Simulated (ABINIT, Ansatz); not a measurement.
## MgS (Niningerite): the LO frequency by hand

How high does the longitudinal optical mode of MgS (Niningerite) lie, given the transverse one, the Born charge and ε∞?

Program: ABINIT 10.8.3. Level of theory: DFT LDA, scalar-relativistic, plane waves, HGH norm-conserving pseudopotentials. Results are calculated unless marked as measured.

### Step 1. The relaxed structure

The structure is cubic, space group Fm-3m (No. 225). Conventional cell: a = 5.112 Å, b = 5.112 Å, c = 5.112 Å, α = 90.00°, β = 90.00°, γ = 90.00°. Nearest to Mg lie 6 S at 2.56 Å. Nearest to S lie 6 Mg at 2.56 Å. Farther neighbours and most contacts between anions are not listed.

Coordinates:

```cif
data_structure
_symmetry_space_group_name_H-M 'Fm-3m'
_symmetry_Int_Tables_number 225
_cell_length_a 5.1121
_cell_length_b 5.1121
_cell_length_c 5.1121
_cell_angle_alpha 90.000
_cell_angle_beta 90.000
_cell_angle_gamma 90.000
_cell_volume 133.59
loop_
_atom_site_label
_atom_site_type_symbol
_atom_site_symmetry_multiplicity
_atom_site_Wyckoff_symbol
_atom_site_fract_x
_atom_site_fract_y
_atom_site_fract_z
_atom_site_occupancy
Mg1 Mg 4 a 0.00000 0.00000 0.00000 1
S1 S 4 b 0.50000 0.00000 0.00000 1
```

This is the cell after its relaxation at this level of theory, not the database cell from which that began.

### Step 2. What the response run gave

A linear-response run on the relaxed cell, with the response to an electric field; only its zone-centre results are used. Cutoff 30 Ha, k mesh 6×6×6 with shifts.

Numbers of over 12 decimals in the logs are rounded to 6 here.

Output:

```text
[banners, grids, parts of the stress and lines that vanish by symmetry left out]
- input  file    -> dfpt_gamma.abi
- output file    -> dfpt_gamma.abo
- root for input  files -> dfpt_gammai
[...]
DATASET    1 : space group Fm -3 m (#225); Bravais cF (face-center cubic)
[...]
nfft =       46656          nkpt =         432
[...]
DATASET    2 : space group Fm -3 m (#225); Bravais cF (face-center cubic)
[...]
nfft =       46656          nkpt =         432
[...]
DATASET    3 : space group Fm -3 m (#225); Bravais cF (face-center cubic)
[...]
mpw =        1789          nfft =       46656          nkpt =         432
[...]
== DATASET  1 ==================================================================
[...]
cutoff_energies: {ecut:  30.0, pawecutdg:  -1.0, }
[...]
Exchange-correlation functional for the present dataset will be:
  LDA: Perdew-Wang 92 LSD fit to Ceperley-Alder data - ixc=7
[...]
- 16.00000   6.00000     10605                znucl, zion, pspdat
[...]
Perturbation : derivative vs k along direction   1
[...]
-ETOT  1  -9.453704     -9.454E+00 1.495E-01 0.000E+00
 ETOT  2  -9.466443     -1.274E-02 6.632E-04 0.000E+00
 ETOT  3  -9.466470     -2.660E-05 1.186E-06 0.000E+00
 ETOT  4  -9.466470     -7.192E-08 3.770E-09 0.000E+00
 ETOT  5  -9.466470     -2.183E-10 3.249E-11 0.000E+00
[...]
At SCF step   10   max residual=  9.99E-21 < tolwfr=  1.00E-20 =>converged.
[...]
Perturbation : derivative vs k along direction   2
[...]
-ETOT  1  -9.453704     -9.454E+00 1.495E-01 0.000E+00
[...]
At SCF step   10   max residual=  9.99E-21 < tolwfr=  1.00E-20 =>converged.
[...]
Perturbation : derivative vs k along direction   3
[...]
-ETOT  1  -9.453704     -9.454E+00 1.495E-01 0.000E+00
[...]
At SCF step   10   max residual=  9.99E-21 < tolwfr=  1.00E-20 =>converged.
[...]
1        1       2.2721573703   -0.0000000000
     1        2       1.1360786851    0.0000000000
     1        3       1.1360786852   -0.0000000000
     2        1       1.1360786851    0.0000000000
     2        2       2.2721573703    0.0000000000
     2        3       1.1360786852    0.0000000000
     3        1       1.1360786852   -0.0000000000
     3        2       1.1360786852    0.0000000000
     3        3       2.2721573703   -0.0000000000
[...]
== DATASET  2 ==================================================================
[...]
cutoff_energies: {ecut:  30.0, pawecutdg:  -1.0, }
[...]
2    4   1    4         0.0000000000        -0.0000000000
   2    4   2    4         5.5263242254        -0.0000000000
   2    4   3    4         0.0000000000        -0.0000000000
   3    4   1    4         0.0000000000        -0.0000000000
   3    4   2    4         0.0000000000        -0.0000000000
   3    4   3    4         5.5263242254        -0.0000000000
  Effective charges, in cartesian coordinates,
[...]
1    1   1    4         2.2923151656         0.0000000000
   2    1   1    4         0.0000000000         0.0000000000
   3    1   1    4        -0.0000000000         0.0000000000
   1    2   1    4        -2.2938534285         0.0000000000
   2    2   1    4        -0.0000000000         0.0000000000
[...]
Effective charges, in cartesian coordinates,
[...]
2    4   1    2         0.0000000000         0.0000000000
   3    4   1    2         0.0000000000         0.0000000000
   1    4   2    2         0.0000000000         0.0000000000
   2    4   2    2        -2.2938535097         0.0000000000
   3    4   2    2         0.0000000000         0.0000000000
   1    4   3    2         0.0000000000         0.0000000000
   2    4   3    2         0.0000000000         0.0000000000
   3    4   3    2        -2.2938535097         0.0000000000
  Phonon wavevector (reduced coordinates) :  0.00000  0.00000  0.00000
 Phonon energies in Hartree :
[...]
Phonon frequencies in cm-1    :
-  2.352254E+00  2.352254E+00  2.352254E+00  2.404434E+02  2.404434E+02
-  2.404434E+02
  Phonon at Gamma, with non-analyticity in the
[...]
Phonon energies in Hartree :
[...]
Phonon frequencies in cm-1    :
-  2.352254E+00  2.352254E+00  2.352735E+00  2.404434E+02  2.404434E+02
-  3.989958E+02
  Phonon at Gamma, with non-analyticity in the
[...]
Phonon energies in Hartree :
[...]
Phonon frequencies in cm-1    :
-  2.352254E+00  2.352254E+00  2.352735E+00  2.404434E+02  2.404434E+02
-  3.989958E+02
  Phonon at Gamma, with non-analyticity in the
[...]
Phonon energies in Hartree :
[...]
Phonon frequencies in cm-1    :
-  2.352254E+00  2.352254E+00  2.352735E+00  2.404434E+02  2.404434E+02
-  3.989958E+02
[...]
== DATASET  3 ==================================================================
[...]
cutoff_energies: {ecut:  30.0, pawecutdg:  -1.0, }
[...]
Exchange-correlation functional for the present dataset will be:
  LDA: Perdew-Wang 92 LSD fit to Ceperley-Alder data - ixc=7
[...]
1          1       -0.000000000       -0.000000000       -0.000000000
[...]
1          2       -0.000000000       -0.000000000       -0.000000000
[...]
1          3       -0.000000000       -0.000000000       -0.000000000
[...]
2          1       -0.000000000       -0.000000000       -0.000000000
[...]
2          2       -0.000000000       -0.000000000       -0.000000000
[...]
2          3       -0.000000000       -0.000000000       -0.000000000
[...]
strten2     0.0000000000E+00  0.0000000000E+00  0.0000000000E+00
           strten3     0.0000000000E+00  0.0000000000E+00  0.0000000000E+00
================================================================================
```

| quantity | value |
| --- | --- |
| cell volume Ω (Å³) | 33.399 |
| mass of Mg (u) | 24.305 |
| mass of S (u) | 32.060 |
| Born charge of Mg, raw (e) | 2.292 |
| Born charge of S, raw (e) | -2.294 |
| ε∞ | 5.526 |
| ω(TO) after the sum rule (cm⁻¹) | 240.4 |

### Step 3. The calculation

The charges must sum to zero over the cell; taking off their mean, -0.001 e, leaves Z* = 2.293 e on Mg. In the polar mode Mg moves against S, so the reduced mass is μ = 24.30 × 32.06 / 56.37 = 13.825 u.

A longitudinal wave builds up a field that adds to the restoring force: ω(LO)² = ω(TO)² + 4π Z*² / (μ Ω ε∞), in Hartree atomic units. With μ = 25201 electron masses and Ω = 225.39 bohr³ the second term is 2.1052e-06 Ha², or 101404 cm⁻² (1 Ha = 219474.6 cm⁻¹).

So ω(LO) = √(57807 + 101404) = 399.0 cm⁻¹, and by the Lyddane-Sachs-Teller relation ε₀ = ε∞ (ω(LO)/ω(TO))² = 15.22.

### Step 4. Check against the program

The analysis program adds the same non-analytic term to the full matrix.

Output:

```text
[banners, grids, parts of the stress and lines that vanish by symmetry left out]
-outvars_anaddb: echo values of input variables ----------------------

 Flags :
[...]
Dielectric Tensor and Effective Charges
[...]
Effective charge tensors after
[...]
1          1       -0.000000000       -0.000000000       -0.000000000
[...]
1          2       -0.000000000       -0.000000000       -0.000000000
[...]
1          3       -0.000000000       -0.000000000       -0.000000000
[...]
2          1       -0.000000000       -0.000000000       -0.000000000
[...]
2          2       -0.000000000       -0.000000000       -0.000000000
[...]
2          3       -0.000000000       -0.000000000       -0.000000000
[...]
Phonon wavevector (reduced coordinates) :  0.00000  0.00000  0.00000
 Phonon energies in Hartree :
[...]
Phonon energies in meV     :
-  0.000000E+00  0.000000E+00  0.000000E+00  2.981011E+01  2.981011E+01
-  2.981011E+01
 Phonon frequencies in cm-1    :
-  0.000000E+00  0.000000E+00  0.000000E+00  2.404347E+02  2.404347E+02
-  2.404347E+02
 Phonon frequencies in Thz     :
-  0.000000E+00  0.000000E+00  0.000000E+00  7.208052E+00  7.208052E+00
-  7.208052E+00
 Phonon energies in Kelvin  :
-  0.000000E+00  0.000000E+00  0.000000E+00  3.459319E+02  3.459319E+02
-  3.459319E+02
[...]
-  1  0.00000000E+00  0.00000000E+00 -3.11955143E-03
-     0.00000000E+00  0.00000000E+00  0.00000000E+00
-  2  0.00000000E+00  0.00000000E+00 -3.11955053E-03
-     0.00000000E+00  0.00000000E+00  0.00000000E+00
[...]
-  1  0.00000000E+00  3.11955143E-03  0.00000000E+00
-     0.00000000E+00  0.00000000E+00  0.00000000E+00
-  2  0.00000000E+00  3.11955053E-03  0.00000000E+00
-     0.00000000E+00  0.00000000E+00  0.00000000E+00
[...]
-  1  3.11955143E-03  0.00000000E+00  0.00000000E+00
-     0.00000000E+00  0.00000000E+00  0.00000000E+00
-  2  3.11955054E-03  0.00000000E+00  0.00000000E+00
-     0.00000000E+00  0.00000000E+00  0.00000000E+00
[...]
-  1  1.20100502E-07 -2.26270502E-07  3.58316334E-03
-     0.00000000E+00  0.00000000E+00  0.00000000E+00
-  2  0.00000000E+00  1.71505836E-07 -2.71592372E-03
-     0.00000000E+00  0.00000000E+00  0.00000000E+00
[...]
-  1  2.10223067E-07  3.58316333E-03  2.26263456E-07
-     0.00000000E+00  0.00000000E+00  0.00000000E+00
-  2 -1.59342391E-07 -2.71592372E-03 -1.71500495E-07
-     0.00000000E+00  0.00000000E+00  0.00000000E+00
[...]
-  1  3.58316334E-03 -2.10215482E-07 -1.20113777E-07
-     0.00000000E+00  0.00000000E+00  0.00000000E+00
-  2 -2.71592372E-03  1.59336642E-07  0.00000000E+00
[...]
-  4.946998E+01
 Phonon frequencies in cm-1    :
-  0.000000E+00  0.000000E+00  0.000000E+00  2.404347E+02  2.404347E+02
-  3.990023E+02
 Phonon frequencies in Thz     :
-  0.000000E+00  0.000000E+00  0.000000E+00  7.208052E+00  7.208052E+00
-  1.196179E+01
 Phonon energies in Kelvin  :
-  0.000000E+00  0.000000E+00  0.000000E+00  3.459319E+02  3.459319E+02
-  5.740752E+02
[...]
-  1  0.00000000E+00  0.00000000E+00 -3.11955143E-03
[...]
-  2  0.00000000E+00  0.00000000E+00 -3.11955053E-03
[...]
Phonon at Gamma, with non-analyticity in the
[...]
Phonon energies in Hartree :
[...]
Phonon energies in meV     :
-  0.000000E+00  0.000000E+00  0.000000E+00  2.981011E+01  2.981011E+01
-  4.946998E+01
 Phonon frequencies in cm-1    :
-  0.000000E+00  0.000000E+00  0.000000E+00  2.404347E+02  2.404347E+02
-  3.990023E+02
 Phonon frequencies in Thz     :
-  0.000000E+00  0.000000E+00  0.000000E+00  7.208052E+00  7.208052E+00
-  1.196179E+01
 Phonon energies in Kelvin  :
-  0.000000E+00  0.000000E+00  0.000000E+00  3.459319E+02  3.459319E+02
-  5.740752E+02
[...]
Phonon at Gamma, with non-analyticity in the
[...]
Phonon energies in Hartree :
[...]
Phonon energies in meV     :
-  0.000000E+00  0.000000E+00  0.000000E+00  2.981011E+01  2.981011E+01
-  4.946998E+01
 Phonon frequencies in cm-1    :
-  0.000000E+00  0.000000E+00  0.000000E+00  2.404347E+02  2.404347E+02
-  3.990023E+02
 Phonon frequencies in Thz     :
-  0.000000E+00  0.000000E+00  0.000000E+00  7.208052E+00  7.208052E+00
-  1.196179E+01
 Phonon energies in Kelvin  :
-  0.000000E+00  0.000000E+00  0.000000E+00  3.459319E+02  3.459319E+02
-  5.740752E+02
[...]
-  1  2.99668548E-06 -3.11953593E-03 -9.33255261E-06
[...]
-  2  2.99649373E-06 -3.11953522E-03 -9.33274081E-06
[...]
-  1  3.11954910E-03  2.98982005E-06  2.22638410E-06
[...]
-  2  3.11954839E-03  2.99001001E-06  2.22657428E-06
[...]
-  1  4.89052134E-04  2.25350332E-03 -2.74255545E-03
[...]
-  2 -3.70685946E-04 -1.70808376E-03  2.07876971E-03
[...]
-  1  2.88447587E-03 -1.86576951E-03 -1.01870636E-03
[...]
-  2 -2.18634087E-03  1.41419388E-03  7.72146988E-04
[...]
-         0.000000000       0.000000000       0.000000000
-         0.000000000       0.000000000       0.000000000
[...]
-         0.000000000       0.000000000       0.000000000
-         0.000000000       0.000000000       0.000000000
-         0.000000000       0.000000000       0.000000000
[...]
-         0.000000000       0.000000000       0.000000000
-         0.000000000       0.000000000       0.000000000
-         0.000000000       0.000000000       0.000000000
[...]
Direction                     Dielectric constant
[...]
0.00000   0.00000   1.00000     15.21923192
   1.00000   1.00000   1.00000     15.21923192
-
```

| quantity | by hand | program |
| --- | --- | --- |
| ω(LO) (cm⁻¹) | 399.0 | 399.0 |
| ε₀ | 15.22 | 15.22 |

### Step 5. What came out

```json
{"TO mode": "240.4 cm⁻¹", "LO mode": "399 cm⁻¹", "static dielectric constant": "15.22"}
```

What this shows: The LO mode of MgS (Niningerite) lies at 399 cm⁻¹, 159 cm⁻¹ above the TO mode; the formula meets the program within 0.1 cm⁻¹, as it must for a cubic crystal with one polar mode. ω(LO)² − ω(TO)² goes with Z*²/ε∞: an error of 5 % in ε∞ would move the LO mode by 6.1 cm⁻¹, and semilocal functionals tend to overestimate ε∞. These are harmonic values at zero temperature, at the volume of this functional, for the structure held cubic; stability elsewhere in the zone is no part of this calculation.

[Host names and launcher messages were left out of these logs when they were recorded.]

[Logs are printed without paths, hosts, clocks, repeated set-up lines and the standing remarks that a program may print on its own settings, such as how far it seeks lower states.]

[Hosts, paths, dates, database ids (printed as entryN), source tags and the programs' standing remarks are cut or masked in the printed files.]
